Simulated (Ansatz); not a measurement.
# Lattice dynamics of ZrTeSe monolayer, Janus, part 2 of 2

Aim: the vibrations of ZrTeSe monolayer, Janus, their spectra, and whether the structure is stable.

Ansatz 0.2.0; DFT PBEsol, scalar-relativistic, plane waves, PAW; PAW set soft_1.

So far. Step 4 (Tight relaxation): The largest force component left is 0.65 meV/Å, within the tolerances set. Step 5 (Zone-centre response): Before it was imposed, the acoustic sum rule was missed by 9.4e-5 eV/Å². Small misses are needed for a sound result but don't prove that mesh and cutoff are converged. The lowest optical mode is real, 97.6 cm⁻¹.

## (6) The dispersion (continued)

The partial phonon density of states has structure finer than the step of the table below, so its rows give means over 10 cm⁻¹, whole bins alone (the curve runs from -15 to 265 cm⁻¹). Peaks (cm⁻¹: height): Se 136.5: 0.0518, 148.8: 0.0881, 185.8: 0.0500, 226.3: 0.0169; Te 60.7: 0.0320, 81.9: 0.0284, 94.2: 0.0516, 108.3: 0.0346, 136.5: 0.0335, 148.8: 0.0467; Zr 60.7: 0.0293, 95.9: 0.0372, 148.8: 0.0386, 187.5: 0.0390, 226.3: 0.0422.

Phonopy on the run's constants, 17x17x1 mesh, Gaussian sigma 2.0 cm-1. Interpolated from a 3×3×1 q mesh. Table of partial phonon density of states by wavenumber; means over each step; values in 1/cm⁻¹/cell:

```csv
wavenumber (cm⁻¹),Se,Te,Zr
-10,2.9e-4,4.4e-4,3.4e-4
0,8.7e-4,0.00137,0.00101
10,0.00184,0.00302,0.00217
20,0.00325,0.00561,0.00397
30,0.00415,0.00742,0.00540
40,0.00501,0.00942,0.00720
50,0.00707,0.0144,0.0115
60,0.00981,0.0234,0.0208
70,0.00438,0.0106,0.00712
80,0.00507,0.0195,0.00636
90,0.00711,0.0292,0.0159
100,0.00926,0.0346,0.0230
110,0.0112,0.0311,0.0130
120,0.0141,0.0162,0.00838
130,0.0171,0.0144,0.00471
140,0.0320,0.0179,0.00483
150,0.0602,0.0333,0.0249
160,0.0211,0.0161,0.0104
170,0.0101,0.00278,0.00767
180,0.0172,0.00130,0.0121
190,0.0302,0.00341,0.0337
200,0.00243,6.7e-4,0.00519
210,2.1e-5,1.1e-6,4.0e-5
220,0.00859,7.5e-4,0.0192
230,0.0118,0.00162,0.0320
240,0.00521,0.00109,0.0177
250,5.0e-4,1.6e-4,0.00136
260,0,0,0
```

Symmetry leaves 3 wavevectors to solve. The lowest mode among them, the acoustic zeros apart, lies at q = (0, 0.333, 0) and is real, 47.9 cm⁻¹. Between them the interpolated path dips to 5i cm⁻¹.

## (7) Another isotope, element Se, natural mass 78.971 amu

An isotope changes the mass and not the force constants, so no new electronic calculation is needed; the shifts show which modes move this element.

The same force constants with the mass of Se changed from 78.971 to 81.917 u (phonopy, no LO-TO term). Both lists are sorted by frequency; levels can cross, so a row need not hold one and the same mode. Modes under 3 cm⁻¹ are left out. Isotope shifts, by row:

```csv
q,rank,natural mass (cm⁻¹),changed mass (cm⁻¹)
0 0 0,4,97.55,97.32
0 0 0,5,97.55,97.32
0 0 0,6,152.3,150.6
0 0 0,7,152.3,150.6
0 0 0,8,155.8,154.4
0 0 0,9,247.6,246.5
0 0.3333 0,1,47.94,47.75
0 0.3333 0,2,68.56,68.33
0 0.3333 0,3,91.99,91.83
0 0.3333 0,4,101.5,101.1
0 0.3333 0,5,134.7,133.6
0 0.3333 0,6,147,145.1
0 0.3333 0,7,155.4,154.2
0 0.3333 0,8,191.1,189.6
0 0.3333 0,9,229.6,228.5
0.3333 0.3333 0,1,63.52,63.34
0.3333 0.3333 0,2,98.74,98.5
0.3333 0.3333 0,3,107.8,107.5
0.3333 0.3333 0,4,128,126.7
0.3333 0.3333 0,5,137.1,135.6
0.3333 0.3333 0,6,147.9,147.4
0.3333 0.3333 0,7,183.8,181.6
0.3333 0.3333 0,8,199.6,198.9
0.3333 0.3333 0,9,219.3,218.2
```

A mode of this element alone would shift by -1.81 %. The highest zone-centre frequency without the field goes from 247.6 to 246.5 cm⁻¹ (-0.4 %). The product of the frequency ratios over all optical modes at Γ is 0.961; the product rule, (m/m′)^(3k/2) (M′/M)^(3/2) with k = 1 such atoms and M the mass of the cell, gives 0.961.

## (8) Another isotope, element Te, natural mass 127.6 amu

The same for Te, from 127.60 to 129.91 u.

A mode of this element alone would shift by -0.89 %. The highest zone-centre frequency without the field goes from 247.6 to 247.4 cm⁻¹ (-0.1 %). The product of the frequency ratios over all optical modes at Γ is 0.985; the product rule, (m/m′)^(3k/2) (M′/M)^(3/2) with k = 1 such atoms and M the mass of the cell, gives 0.985.

## (9) Another isotope, element Zr, natural mass 91.222 amu

The same for Zr, from 91.22 to 95.91 u.

The same force constants with the mass of Zr changed from 91.222 to 95.908 u (phonopy, no LO-TO term). Both lists are sorted by frequency; levels can cross, so a row need not hold one and the same mode. Modes under 3 cm⁻¹ are left out. Isotope shifts, by row:

```csv
q,rank,natural mass (cm⁻¹),changed mass (cm⁻¹)
0 0 0,4,97.55,96.8
0 0 0,5,97.55,96.8
0 0 0,6,152.3,150.8
0 0 0,7,152.3,150.8
0 0 0,8,155.8,155.6
0 0 0,9,247.6,243.6
0 0.3333 0,1,47.94,47.53
0 0.3333 0,2,68.56,67.99
0 0.3333 0,3,91.99,90.96
0 0.3333 0,4,101.5,100.9
0 0.3333 0,5,134.7,134.3
0 0.3333 0,6,147,146.2
0 0.3333 0,7,155.4,155
0 0.3333 0,8,191.1,188.6
0 0.3333 0,9,229.6,225.7
0.3333 0.3333 0,1,63.52,62.84
0.3333 0.3333 0,2,98.74,98.35
0.3333 0.3333 0,3,107.8,107.2
0.3333 0.3333 0,4,128,127.5
0.3333 0.3333 0,5,137.1,136.9
0.3333 0.3333 0,6,147.9,147
0.3333 0.3333 0,7,183.8,182.3
0.3333 0.3333 0,8,199.6,196.1
0.3333 0.3333 0,9,219.3,215.6
```

A mode of this element alone would shift by -2.47 %. The highest zone-centre frequency without the field goes from 247.6 to 243.6 cm⁻¹ (-1.6 %). The product of the frequency ratios over all optical modes at Γ is 0.950; the product rule, (m/m′)^(3k/2) (M′/M)^(3/2) with k = 1 such atoms and M the mass of the cell, gives 0.950.

## (10) Results

```yaml
space_group_after_relaxation_within_0p01_a: P3m1
area_per_atom: 4.18 Å²
electronic_character: no gap on this mesh
highest_optical_mode_at_the_zone_centre_no_lo_to_term: 248 cm⁻¹
lowest_optical_zone_centre_mode: 97.6 cm⁻¹
lowest_mode_on_the_q_mesh_acoustic_modes_at_gamma_apart: 47.9 cm⁻¹
highest_frequency_on_the_path_or_at_a_solved_wavevector: 248 cm⁻¹
imaginary_modes_on_the_3x3x1_q_mesh: none
```

What this shows: No mode is imaginary at the 3 irreducible wavevectors solved, but between them the interpolated path dips to 5.2i cm⁻¹, so stability is not settled. The optical modes at Γ span 98 to 248 cm⁻¹. The highest mode in this list at Γ, 247.6 cm⁻¹, has its largest share on Zr (66 % of the kinetic energy). With no gap, or one that is small against the smearing, the frequencies hang on the k mesh and the smearing, most of all near Kohn anomalies. In a sheet or slab the interpolated bending branch near Γ is rough, since the rotational sum rule isn't imposed. A semilocal functional can close a gap that the real compound would have, so the metallic treatment may be an artefact of the level. Spin-orbit coupling is left out, which can matter for the heavy elements here. The PAW files were made for PBE and serve the other functionals too. The starting cell was built on a prototype and not taken from a measurement. These are harmonic frequencies at zero temperature: anharmonic shifts, linewidths and thermal expansion are left out.

[Logs are printed without paths, hosts, clocks, repeated set-up lines and the standing remarks that a program may print on its own settings, such as how far it seeks lower states.]

[Hosts, paths, dates, database ids (printed as entryN), source tags and the programs' standing remarks are cut or masked in the printed files.]
